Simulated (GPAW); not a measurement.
Consider AlCo (Pm-3m).

```xyz
2
Lattice="2.8194 0.0000 0.0000 0.0000 2.8194 0.0000 0.0000 0.0000 2.8194" Properties=species:S:1:pos:R:3 pbc="T T T"
Co    1.4097    1.4097    1.4097
Al    0.0000    0.0000    0.0000
```

Absorber: atom 2, with 8 Co at 2.44 Å and 6 Al at 2.82 Å (cube and octahedron, as in bcc, site symmetry m-3m). Method: GPAW, LDA, excited-electron core hole (neutral cell), 16-atom cell with 5.6 Å between holes, 6×6×6 k points, dipole transitions, Gaussian full width 0.9 eV up to 4 eV, rising linearly to 3.5 eV at 25 eV.

**Question.** What does the Al K edge look like?

Main maxima up to 24 eV above the zero (height): 0.7 eV (0.63), 5.7 eV (1.95), 11.0 eV (1.12) and 13.4 eV (1.09). A K edge sees empty p states on the absorber. The total-energy difference is 1549.15 eV. The tabulated edge of the element is 1559 eV. The functional leaves an error in such absolute values: in the free atom LDA prices this hole 7.2 eV below PBE (computed apart), and PBE is itself good to a few eV.

The Al K spectrum (energy from the lowest empty level; intensity scaled to a mean of 1 over the first 20 eV):

```
E (eV)  intensity
 -2.00       0.00
 -1.25       0.00
 -0.50       0.06
  0.25       0.49
  1.00       0.61
  1.75       0.45
  2.50       0.32
  3.25       0.62
  4.00       0.96
  4.75       1.31
  5.50       1.91
  6.25       1.71
  7.00       1.32
  7.75       0.97
  8.50       0.97
  9.25       1.04
 10.00       1.06
 10.75       1.11
 11.50       1.10
 12.25       1.05
 13.00       1.08
 13.75       1.09
 14.50       1.05
 15.25       1.03
 16.00       1.02
 16.75       0.99
 17.50       0.96
 18.25       0.92
 19.00       0.87
 19.75       0.80
 20.50       0.72
 21.25       0.64
 22.00       0.56
 22.75       0.49
 23.50       0.45
 24.25       0.45
 25.00       0.47
 25.75       0.52
 26.50       0.59
 27.25       0.66
 28.00       0.73
 28.75       0.79
 29.50       0.85
 30.25       0.90
 31.00       0.93
```

The hole lies in one spin channel, while the script sums the empty states of both and takes the lower zero; where the two channels are split, this blurs and shifts the curve. The starting moments shrank to 0.00 μB or less, so this is hardly a magnetic state. The holes are only 5.6 Å apart, so the shape is probably not converged with cell size; no larger cell was run here. Lifetime broadening is put in by hand, and intensities beyond about 20 eV depend on it and on the partial waves; weight that the partial waves miss at high energy is lost. The structure is a computed Materials Project entry and may be a hypothetical form.

[Banner, clock and machine lines of the logs are left out without a mark of their own.]

[Logs are printed without paths, hosts, clocks, repeated set-up lines and the standing remarks that a program may print on its own settings, such as how far it seeks lower states.]

[Hosts, paths, dates, database ids (printed as entryN), source tags and the programs' standing remarks are cut or masked in the printed files.]

[Lists of maxima count a maximum above −3 eV only where it reaches 4 % of the highest in the window and stands out from its surroundings by 2 % of it (1.5 % where it reaches 55 %); shoulders and weaker maxima are passed over, and of the rest the first, up to two pre-edge ones and the few strongest are named.]
